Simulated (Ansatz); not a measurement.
# The gap of SiC (P6_3mc): a ladder of methods and an error budget, part 2 of 2

Wanted: the gap of SiC (P6_3mc) by functionals, hybrids and G0W0, carried to the basis limit, with what remains uncertain.

Ansatz 0.2.0; density functionals, hybrids, G0W0, plane waves, PAW. Known limits of the many-body steps: not at the basis limit.

So far. Step 10 (G0W0, 6×6×2 mesh, 529 empty bands, screening to 200 eV): Against the run with 6×6×2 mesh, 246 empty bands, screening to 120 eV, the gap moves by +0.13 eV. Step 11 (G0W0@HSE06, 6×6×2 mesh, 246 empty bands, screening to …): Against the run with 6×6×2 mesh, 246 empty bands, screening to 120 eV on PBE, the gap moves by +0.39 eV, while the start moved by +0.92 eV.

In doubt: masses and optical values from hybrid runs of this build are listed as unsure (step 11), which bears on the screening that GW takes from such a start.

**12. G0W0@PBE, 6×6×2 mesh, 246 empty bands, screening to 120 eV, plasmon pole**

A plasmon pole stands in for the full frequency dependence of the screening; this run shows what that costs in accuracy.

This step: G0W0 on PBE, plane waves, PAW.

input.yaml reads:

```yaml
crystal:
  lattice:
    - [3.0756941497, 0.0, 0.0]
    - [-1.5378470748, 2.6636292679, 0.0]
    - [0.0, 0.0, 10.07064648]
  atoms:
    - { symbol: Si, position: [0.66666667, 0.33333333, 0.93784198] }
    - { symbol: Si, position: [0.33333333, 0.66666667, 0.43784198] }
    - { symbol: Si, position: [0.0, 0.0, 0.68789438] }
    - { symbol: Si, position: [0.0, 0.0, 0.18789438] }
    - { symbol: C, position: [0.66666667, 0.33333333, 0.74980259] }
    - { symbol: C, position: [0.33333333, 0.66666667, 0.24980259] }
    - { symbol: C, position: [0.0, 0.0, 0.50046005] }
    - { symbol: C, position: [0.0, 0.0, 0.00046005] }
kpoints:
  mp_grid: { grid: [6, 6, 2] }
hamiltonian:
  xc: pbe
scf:
  occupations: { method: fixed }
gw:
  n_empty_bands: 246
  ecut_chi: 120
  qp_bands: [v2, c2]
  qp_kpoints: band_edges
  screening: { model: godby_needs }
```

Launch:

```
ansatz run input.yaml --threads 3 --pin off --max-ram 92160MiB --backend cuda --events-out ev --progress --plain --runs-dir out --devices 1 --max-vram 13GiB
```

The job ended after 20 s (1 × NVIDIA H100 80GB HBM3 (shared by 6 runs) with 3 threads of AMD EPYC 7R13 (Zen 3), shared host; peak memory 1.4 GiB).

Numbers from this step:

```
bands summed                                 : 262
plasmon-pole fit frequency                   : 23.13 eV
RPA ε∞ on this mesh (eigenvalues)            : 6.941, 7.021, 7.021
plane waves in the screening matrix          : 251
G0W0 gap on the mesh                         : 2.965 eV
k of the valence top                         : 0, 0, 0
k of the conduction bottom                   : 0, -0.5, 0
starting gap on the mesh                     : 2.224 eV
least direct G0W0 gap on the computed points : 4.198 eV
```

Against the run with 6×6×2 mesh, 246 empty bands, screening to 120 eV, the gap moves by −0.04 eV.

**13. G0W0@PBE, 6×6×2 mesh, 246 empty bands, screening to 120 eV, hard PAW files**

Other atomic data (hard PAW) test the pseudisation: the cutoff goes from 420 to 820 eV, with the same valence electrons.

Edit input.yaml of step 12 so:

```diff
@@ -18,2 +18,3 @@
   xc: pbe
+  pseudopotentials: { kind: paw, source: ansatz }
 scf:
@@ -25,2 +26,2 @@
   qp_kpoints: band_edges
-  screening: { model: godby_needs }
+  screening: { model: contour_deformation }
```

Wall time 19 s (1 × NVIDIA H100 80GB HBM3 (shared by 6 runs) with 3 threads); peak memory 1.5 GiB.

This step gave:

```yaml
bands_summed: 262
rpa_eps_infinity_on_this_mesh_eigenvalues: 6.943, 7.024, 7.024
plane_waves_in_the_screening_matrix: 251
g0w0_gap_on_the_mesh: 3.017 eV
k_of_the_valence_top: 0, 0, 0
k_of_the_conduction_bottom: 0, -0.5, 0
starting_gap_on_the_mesh: 2.224 eV
least_direct_g0w0_gap_on_the_computed_points: 4.272 eV
```

Against the run with 6×6×2 mesh, 246 empty bands, screening to 120 eV, the gap moves by +0.009 eV.

**14. G0W0@LDA, 6×6×2 mesh, 246 empty bands, screening to 120 eV**

This step: G0W0 on LDA, plane waves, PAW.

Edit input.yaml of step 13 so:

```diff
@@ -17,4 +17,3 @@
 hamiltonian:
-  xc: pbe
-  pseudopotentials: { kind: paw, source: ansatz }
+  xc: lda
 scf:
```

The job ended after 19 s (1 × NVIDIA H100 80GB HBM3 (shared by 6 runs) with 3 threads; peak memory 1.3 GiB; 32 s of CPU time).

This step gave:

| Quantity | Value |
| --- | --- |
| bands summed | 262 |
| RPA ε∞ on this mesh (eigenvalues) | 7.054, 7.153, 7.153 |
| plane waves in the screening matrix | 251 |
| G0W0 gap on the mesh | 3.006 eV |
| k of the valence top | 0, 0, 0 |
| k of the conduction bottom | 0, -0.5, 0 |
| starting gap on the mesh | 2.174 eV |
| least direct G0W0 gap on the computed points | 4.230 eV |

Against the run with 6×6×2 mesh, 246 empty bands, screening to 120 eV on HSE06, the gap moves by −0.39 eV, while the start moved by −0.97 eV.

**15. The ladder**

Times are wall times on 1 × NVIDIA H100 80GB HBM3 (shared by 6 runs) with 3 threads of AMD EPYC 7R13 (Zen 3), shared host. The host was busy with other work, so they are no guide to cost. G0W0 rows are gaps on the mesh, lowered by the amount that the mesh misses the start's edges, a rough step that assumes the same correction there.

| level | gap (eV) | least direct gap (eV) | time |
| --- | --- | --- | --- |
| PBE | 2.23 | 3.35 | 8.6 s |
| LDA | 2.18 | 3.30 | 5.7 s |
| HSE06 | 3.14 | 4.38 | 18 s |
| PBE0 | 3.87 | 5.11 | 17 s |
| DDH-PBE0 | 3.14 | 4.33 | 45 s |
| G0W0@PBE (87 empty bands) | 2.76 | - | 12 s |
| G0W0@PBE (246 empty bands) | 3.01 | - | 31 s |
| G0W0@PBE (529 empty bands) | 3.14 | - | 61 s |
| G0W0@HSE06 (246 empty bands) | 3.40 | - | 51 s |
| G0W0@PBE (246 empty bands, plasmon pole) | 2.97 | - | 20 s |
| G0W0@PBE (246 empty bands, hard PAW) | 3.02 | - | 19 s |
| G0W0@LDA (246 empty bands) | 3.01 | - | 19 s |

**16. Adding up the best estimate**

| term | eV | running total (eV) |
| --- | --- | --- |
| G0W0 on the mesh, top rung | 3.136 | 3.136 |
| to the limit, by a line in one over the bands through the two top rungs | +0.118 | 3.253 |

Changes that are not added in, each against a run with equal bands and cutoff:

| change | eV |
| --- | --- |
| start HSE06 | +0.39 |
| plasmon pole in place of full frequency | −0.04 |
| hard PAW files | +0.01 |
| start LDA | −0.002 |

**17. Summary of results**

| Item | Value |
| --- | --- |
| PBE gap | 2.23 eV, indirect |
| HSE06 | 3.14 eV |
| PBE0 | 3.87 eV |
| DDH-PBE0 | 3.14 eV |
| G0W0, top rung on the mesh | 3.14 eV |
| best estimate, G0W0@PBE | 3.25 eV |
| GW settings of the top rung | 6×6×2 mesh, 529 empty bands, screening to 200 eV |
| known limits | one-shot GW, static lattice; one k mesh, untested |

What this shows: The best estimate for G0W0@PBE is 3.25 eV, indirect by PBE, against 2.23 eV at the start. The pair of rungs below gives a limit −0.08 eV away. Of the changes left open the largest, +0.39 eV, comes from starting at HSE06. Among the functionals DDH-PBE0 comes nearest: −0.11 eV from the estimate. HSE06 is about as near. That ranking leans on the start chosen for G0W0. The RPA ε∞ on the GW mesh averages 7.0 against 7.1 from perturbation theory, which takes a denser mesh of its own and holds the xc response as well. All runs took 5.7 min, 63 % of it in G0W0. Against experiment, by the best estimate: the gap of 3.25 eV lies −0.03 eV from the measured 3.285 eV (kind not stated, quoted 2018); the gap of 3.25 eV lies −0.01 eV from the measured 3.26 eV (kind not stated, quoted 2023); the gap of 3.25 eV lies +0.05 eV from the measured 3.2 eV (kind not stated, quoted 2020). The calculation has static nuclei and no excitons; a measured gap holds zero-point and thermal motion, which mostly lowers it.

[Paths, hosts, dates, memory and timing lines, banners, echoed tables and standing remarks are left out of the program output.]

[Logs are printed without paths, hosts, clocks, repeated set-up lines and the standing remarks that a program may print on its own settings, such as how far it seeks lower states.]

[Runs of the session that timed out or met a known fault of the program may be left out.]

[Cells called generated may have been cut or substituted from an entry of the Crystallography Open Database or the Materials Project.]

[Hosts, paths, dates, database ids (printed as entryN), source tags and the programs' standing remarks are cut or masked in the printed files.]
